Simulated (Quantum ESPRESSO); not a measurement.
# 1T-HfO2, 1 layer: a series in biaxial strain, part 6 of 7

Aim: how the results for 1T-HfO2, 1 layer change with biaxial strain.

Quantum ESPRESSO 7.5; plane-wave DFT, PBE, GBRV ultrasoft pseudopotentials.

So far. Step 6 (Bands along a path, -4 %): Along this path the valence top lies between K and Γ and the conduction bottom at M. Step 7 (Relaxation with pw.x, -3 %): The relaxation lowers the energy by 14 meV an atom.

## 9. Relaxation with pw.x, 3 %

m7.relax.in reads:

```
&control
  prefix = 'm7.relax'
  outdir = './out'
  pseudo_dir = './pseudo'
  nstep = 40
  forc_conv_thr = 0.0003
  calculation = 'relax'
  tstress = .true.
/
&system
  ibrav = 0
  nat = 3
  ntyp = 2
  ecutwfc = 50
  ecutrho = 250
  occupations = 'smearing'
  smearing = 'fd'
  degauss = 0.002
/
&electrons
  conv_thr = 1e-09
  mixing_beta = 0.4
  electron_maxstep = 120
  mixing_mode = 'plain'
/
&ions
/
ATOMIC_SPECIES
  O   15.9990  o_pbe_v1.2.uspp.F.UPF
  Hf  178.4900  hf_pbe_v1.uspp.F.UPF
CELL_PARAMETERS angstrom
  3.34391751271000 0.00000000000000 0.00000000000000
  -1.67195875687000 2.89591751406000 0.00000000000000
  0.00000000000000 0.00000000000000 17.51859087600000
ATOMIC_POSITIONS crystal
  O   0.666666666700 0.333333333300 0.444849503100
  Hf  0.000000000000 0.000000000000 0.500000000000
  O   0.333333333300 0.666666666700 0.555150496900
K_POINTS automatic
  12 12 1 0 0 0
```

Command:

```bash
$ OMP_NUM_THREADS=1 mpirun -n 4 pw.x -nk 4 -in m7.relax.in > m7.relax.out
```

The program printed:

```text
[banner, memory and clock lines left out]
Program PWSCF v.7.5 starts
[...]
Message from routine setup:
[...]
number of electrons       =        24.00
     number of Kohn-Sham states=           16
     kinetic-energy cutoff     =      50.0000  Ry
     charge density cutoff     =     250.0000  Ry
[...]
number of k points=    19  Fermi-Dirac smearing, width (Ry)=  0.0020
[...]
Dense  grid:    76403 G-vectors     FFT dimensions: (  32,  32, 180)
[...]
negative rho (up, down):  1.188E-01 0.000E+00
     Starting wfcs are   21 randomized atomic wfcs
[...]
negative rho (up, down):  1.150E-01 0.000E+00
[...]
estimated scf accuracy    <       1.07135359 Ry
[...]
negative rho (up, down):  1.146E-01 0.000E+00
[...]
estimated scf accuracy    <       0.19850965 Ry
[...]
negative rho (up, down):  1.158E-01 0.000E+00
[...]
estimated scf accuracy    <       0.02102834 Ry
[...]
negative rho (up, down):  1.169E-01 0.000E+00
[...]
estimated scf accuracy    <       0.00142622 Ry
[...]
negative rho (up, down):  1.175E-01 0.000E+00
[...]
estimated scf accuracy    <       0.00017724 Ry
[...]
negative rho (up, down):  1.175E-01 0.000E+00
[...]
estimated scf accuracy    <       0.00002491 Ry
[...]
negative rho (up, down):  1.176E-01 0.000E+00
[...]
estimated scf accuracy    <       0.00000237 Ry
[...]
negative rho (up, down):  1.176E-01 0.000E+00
[...]
estimated scf accuracy    <       0.00000031 Ry
[...]
negative rho (up, down):  1.176E-01 0.000E+00
[...]
estimated scf accuracy    <       0.00000003 Ry
[...]
negative rho (up, down):  1.176E-01 0.000E+00
[...]
estimated scf accuracy    <       0.00000001 Ry
[...]
negative rho (up, down):  1.176E-01 0.000E+00
[...]
the Fermi energy is    -3.3610 ev
!    total energy              =    -223.99151074 Ry
     estimated scf accuracy    <          1.1E-10 Ry
     smearing contrib. (-TS)   =      -0.00000000 Ry
     internal energy E=F+TS    =    -223.99151074 Ry
[...]
one-electron contribution =    -842.02754270 Ry
     hartree contribution      =     422.05933146 Ry
     xc contribution           =     -90.29817277 Ry
     ewald contribution        =     286.27487327 Ry
     convergence has been achieved in  11 iterations
     negative rho (up, down):  1.176E-01 0.000E+00
[...]
Total force =     0.037643     Total SCF correction =     0.000020
[...]
negative rho (up, down):  1.176E-01 0.000E+00
[...]
negative rho (up, down):  1.177E-01 0.000E+00
[...]
negative rho (up, down):  1.176E-01 0.000E+00
[...]
estimated scf accuracy    <       0.00022065 Ry
[...]
negative rho (up, down):  1.176E-01 0.000E+00
[...]
estimated scf accuracy    <       0.00001565 Ry
[...]
negative rho (up, down):  1.176E-01 0.000E+00
[...]
estimated scf accuracy    <       0.00000090 Ry
[...]
negative rho (up, down):  1.176E-01 0.000E+00
[...]
estimated scf accuracy    <       0.00000021 Ry
[...]
negative rho (up, down):  1.176E-01 0.000E+00
[...]
estimated scf accuracy    <       0.00000003 Ry
[...]
negative rho (up, down):  1.176E-01 0.000E+00
[...]
estimated scf accuracy    <          9.1E-09 Ry
[...]
negative rho (up, down):  1.176E-01 0.000E+00
[...]
the Fermi energy is    -3.2711 ev
!    total energy              =    -223.99270991 Ry
     estimated scf accuracy    <          1.5E-10 Ry
     smearing contrib. (-TS)   =      -0.00000000 Ry
     internal energy E=F+TS    =    -223.99270991 Ry
[...]
one-electron contribution =    -844.84303332 Ry
     hartree contribution      =     423.51366266 Ry
     xc contribution           =     -90.31614780 Ry
     ewald contribution        =     287.65280855 Ry
     convergence has been achieved in   7 iterations
     negative rho (up, down):  1.176E-01 0.000E+00
[...]
Total force =     0.026032     Total SCF correction =     0.000048
[...]
negative rho (up, down):  1.176E-01 0.000E+00
[...]
negative rho (up, down):  1.176E-01 0.000E+00
[...]
negative rho (up, down):  1.176E-01 0.000E+00
[...]
estimated scf accuracy    <       0.00026990 Ry
[...]
negative rho (up, down):  1.175E-01 0.000E+00
[...]
estimated scf accuracy    <       0.00001935 Ry
[...]
negative rho (up, down):  1.175E-01 0.000E+00
[...]
estimated scf accuracy    <       0.00000111 Ry
[...]
negative rho (up, down):  1.175E-01 0.000E+00
[...]
estimated scf accuracy    <       0.00000026 Ry
[...]
negative rho (up, down):  1.175E-01 0.000E+00
[...]
estimated scf accuracy    <       0.00000003 Ry
[...]
negative rho (up, down):  1.175E-01 0.000E+00
[...]
estimated scf accuracy    <       0.00000001 Ry
[...]
negative rho (up, down):  1.175E-01 0.000E+00
[...]
estimated scf accuracy    <          2.3E-10 Ry
[...]
negative rho (up, down):  1.175E-01 0.000E+00
[...]
the Fermi energy is    -3.1728 ev
!    total energy              =    -223.99352007 Ry
     estimated scf accuracy    <          1.1E-11 Ry
     smearing contrib. (-TS)   =      -0.00000000 Ry
     internal energy E=F+TS    =    -223.99352007 Ry
[...]
one-electron contribution =    -847.92589861 Ry
     hartree contribution      =     425.10728030 Ry
     xc contribution           =     -90.33593629 Ry
     ewald contribution        =     289.16103453 Ry
     convergence has been achieved in   8 iterations
     negative rho (up, down):  1.175E-01 0.000E+00
[...]
Total force =     0.013063     Total SCF correction =     0.000001
[...]
negative rho (up, down):  1.175E-01 0.000E+00
[...]
negative rho (up, down):  1.176E-01 0.000E+00
[...]
negative rho (up, down):  1.175E-01 0.000E+00
[...]
estimated scf accuracy    <       0.00027784 Ry
[...]
negative rho (up, down):  1.175E-01 0.000E+00
[...]
estimated scf accuracy    <       0.00002000 Ry
[...]
negative rho (up, down):  1.175E-01 0.000E+00
[...]
estimated scf accuracy    <       0.00000111 Ry
[...]
negative rho (up, down):  1.175E-01 0.000E+00
[...]
estimated scf accuracy    <       0.00000026 Ry
[...]
negative rho (up, down):  1.175E-01 0.000E+00
[...]
estimated scf accuracy    <       0.00000004 Ry
[...]
negative rho (up, down):  1.175E-01 0.000E+00
[...]
estimated scf accuracy    <       0.00000001 Ry
[...]
negative rho (up, down):  1.175E-01 0.000E+00
[...]
estimated scf accuracy    <          2.8E-10 Ry
[...]
negative rho (up, down):  1.175E-01 0.000E+00
[...]
the Fermi energy is    -3.0741 ev
!    total energy              =    -223.99378912 Ry
     estimated scf accuracy    <          9.1E-12 Ry
     smearing contrib. (-TS)   =      -0.00000000 Ry
     internal energy E=F+TS    =    -223.99378912 Ry
[...]
one-electron contribution =    -851.01489078 Ry
     hartree contribution      =     426.70517750 Ry
     xc contribution           =     -90.35588991 Ry
     ewald contribution        =     290.67181408 Ry
     convergence has been achieved in   8 iterations
     negative rho (up, down):  1.175E-01 0.000E+00
[...]
Total force =     0.000194     Total SCF correction =     0.000001
[...]
negative rho (up, down):  1.175E-01 0.000E+00
[...]
negative rho (up, down):  1.175E-01 0.000E+00
[...]
negative rho (up, down):  1.175E-01 0.000E+00
[...]
estimated scf accuracy    <       0.00000006 Ry
[...]
negative rho (up, down):  1.175E-01 0.000E+00
[...]
estimated scf accuracy    <          4.6E-09 Ry
[...]
negative rho (up, down):  1.175E-01 0.000E+00
[...]
estimated scf accuracy    <          2.3E-10 Ry
[...]
negative rho (up, down):  1.175E-01 0.000E+00
[...]
estimated scf accuracy    <          5.4E-11 Ry
[...]
negative rho (up, down):  1.175E-01 0.000E+00
[...]
the Fermi energy is    -3.0756 ev
!    total energy              =    -223.99378918 Ry
     estimated scf accuracy    <          6.9E-12 Ry
     smearing contrib. (-TS)   =      -0.00000000 Ry
     internal energy E=F+TS    =    -223.99378918 Ry
[...]
one-electron contribution =    -850.96977378 Ry
     hartree contribution      =     426.68182614 Ry
     xc contribution           =     -90.35559941 Ry
     ewald contribution        =     290.64975787 Ry
     convergence has been achieved in   5 iterations
     negative rho (up, down):  1.175E-01 0.000E+00
[...]
Total force =     0.000003     Total SCF correction =     0.000008
[...]
negative rho (up, down):  1.175E-01 0.000E+00
[...]
```

The job ended after 1.7 min (4 MPI ranks of Intel Xeon Platinum 8259CL at 2.50GHz (Skylake/Cascade Lake), shared host; peak memory 0.95 GiB; 6.7 min of CPU time).

The steps of the relaxation:

| step | energy less that of the first step (eV) | largest force (eV/Å) |
| --- | --- | --- |
| 1 | 0.0000 | 0.6844 |
| 2 | -0.0163 | 0.4733 |
| 3 | -0.0273 | 0.2375 |
| 4 | -0.0310 | 0.0035 |
| 5 | -0.0310 | 0.0001 |

The atoms that moved most (Å):

| atom | dx | dy | dz | length |
| --- | --- | --- | --- | --- |
| O3 | 0.000 | 0.000 | -0.045 | 0.045 |
| O1 | 0.000 | 0.000 | 0.045 | 0.045 |

Final coordinates:

```xyz
3
Lattice="3.3439 0.0000 0.0000 -1.6720 2.8959 0.0000 0.0000 0.0000 17.5186" Properties=species:S:1:pos:R:3
O     1.6720    0.9653    7.8381
Hf    0.0000    0.0000    8.7593
O     0.0000    1.9306    9.6805
```

The relaxation lowers the energy by 10 meV an atom.

Read from the output:

| Property | Result |
| --- | --- |
| free energy | -3047.5908 eV |
| Fermi energy | -3.076 eV |

## 10. Self-consistent run, 3 %

m7.scf.in reads:

```
&control
  prefix = 'm7.scf'
  outdir = './out'
  pseudo_dir = './pseudo'
  calculation = 'scf'
  tprnfor = .true.
/
&system
  ibrav = 0
  nat = 3
  ntyp = 2
  ecutwfc = 40
  ecutrho = 200
  occupations = 'smearing'
  smearing = 'fd'
  degauss = 0.002
  nbnd = 16
/
&electrons
  conv_thr = 1e-09
  mixing_beta = 0.4
  electron_maxstep = 120
  mixing_mode = 'plain'
/
ATOMIC_SPECIES
  O   15.9990  o_pbe_v1.2.uspp.F.UPF
  Hf  178.4900  hf_pbe_v1.uspp.F.UPF
CELL_PARAMETERS angstrom
  3.34391751271000 0.00000000000000 0.00000000000000
  -1.67195875687000 2.89591751406000 0.00000000000000
  0.00000000000000 0.00000000000000 17.51859087600000
ATOMIC_POSITIONS crystal
  O   0.666666666700 0.333333333300 0.447415754100
  Hf  0.000000000000 0.000000000000 0.500000000000
  O   0.333333333300 0.666666666700 0.552584245900
K_POINTS automatic
  12 12 1 0 0 0
```

Command:

```bash
$ OMP_NUM_THREADS=1 mpirun -n 4 pw.x -nk 4 -in m7.scf.in > m7.scf.out
```

The program printed:

```text
[banner, memory and clock lines left out]
Program PWSCF v.7.5 starts
[...]
Message from routine setup:
[...]
number of electrons       =        24.00
     number of Kohn-Sham states=           16
     kinetic-energy cutoff     =      40.0000  Ry
     charge density cutoff     =     200.0000  Ry
[...]
number of k points=    19  Fermi-Dirac smearing, width (Ry)=  0.0020
[...]
Dense  grid:    54767 G-vectors     FFT dimensions: (  30,  30, 150)
[...]
negative rho (up, down):  1.154E-01 0.000E+00
     Starting wfcs are   21 randomized atomic wfcs
[...]
negative rho (up, down):  1.116E-01 0.000E+00
[...]
estimated scf accuracy    <       1.06940707 Ry
[...]
negative rho (up, down):  1.112E-01 0.000E+00
[...]
estimated scf accuracy    <       0.19233204 Ry
[...]
negative rho (up, down):  1.121E-01 0.000E+00
[...]
estimated scf accuracy    <       0.01968912 Ry
[...]
negative rho (up, down):  1.129E-01 0.000E+00
[...]
estimated scf accuracy    <       0.00153133 Ry
[...]
negative rho (up, down):  1.133E-01 0.000E+00
[...]
estimated scf accuracy    <       0.00023304 Ry
[...]
negative rho (up, down):  1.133E-01 0.000E+00
[...]
estimated scf accuracy    <       0.00008460 Ry
[...]
negative rho (up, down):  1.133E-01 0.000E+00
[...]
estimated scf accuracy    <       0.00000077 Ry
[...]
negative rho (up, down):  1.133E-01 0.000E+00
[...]
estimated scf accuracy    <       0.00000010 Ry
[...]
negative rho (up, down):  1.133E-01 0.000E+00
[...]
estimated scf accuracy    <       0.00000014 Ry
[...]
negative rho (up, down):  1.133E-01 0.000E+00
[...]
estimated scf accuracy    <       0.00000002 Ry
[...]
negative rho (up, down):  1.133E-01 0.000E+00
[...]
the Fermi energy is    -3.0837 ev
!    total energy              =    -223.99276531 Ry
     estimated scf accuracy    <          9.7E-11 Ry
     smearing contrib. (-TS)   =      -0.00000000 Ry
     internal energy E=F+TS    =    -223.99276531 Ry
[...]
one-electron contribution =    -850.94871534 Ry
     hartree contribution      =     426.66458589 Ry
     xc contribution           =     -90.35839372 Ry
     ewald contribution        =     290.64975785 Ry
     convergence has been achieved in  11 iterations
     negative rho (up, down):  1.133E-01 0.000E+00
[...]
Total force =     0.000088     Total SCF correction =     0.000007
[...]
```

It took 17 s on 4 MPI ranks; peak memory 0.72 GiB; 69 s of CPU time.

This step gave:

| Property | Result |
| --- | --- |
| free energy | -3047.5768 eV |
| Fermi energy | -3.084 eV |
| valence top, on the run's zero | -3.857 eV |
| conduction bottom, on the run's zero | 0.7789 eV |
| gap by band count | 4.636 eV |

[end of part 6 of 7]

[Logs are printed without paths, hosts, clocks, repeated set-up lines and the standing remarks that a program may print on its own settings, such as how far it seeks lower states.]

[Hosts, paths, dates, database ids (printed as entryN), source tags and the programs' standing remarks are cut or masked in the printed files.]

[Maps of the electrostatic potential energy from Ansatz leave out the sawtooth potential of an applied field or a dipole correction, so their vacuum need not be flat; planar profiles and work functions include it.]
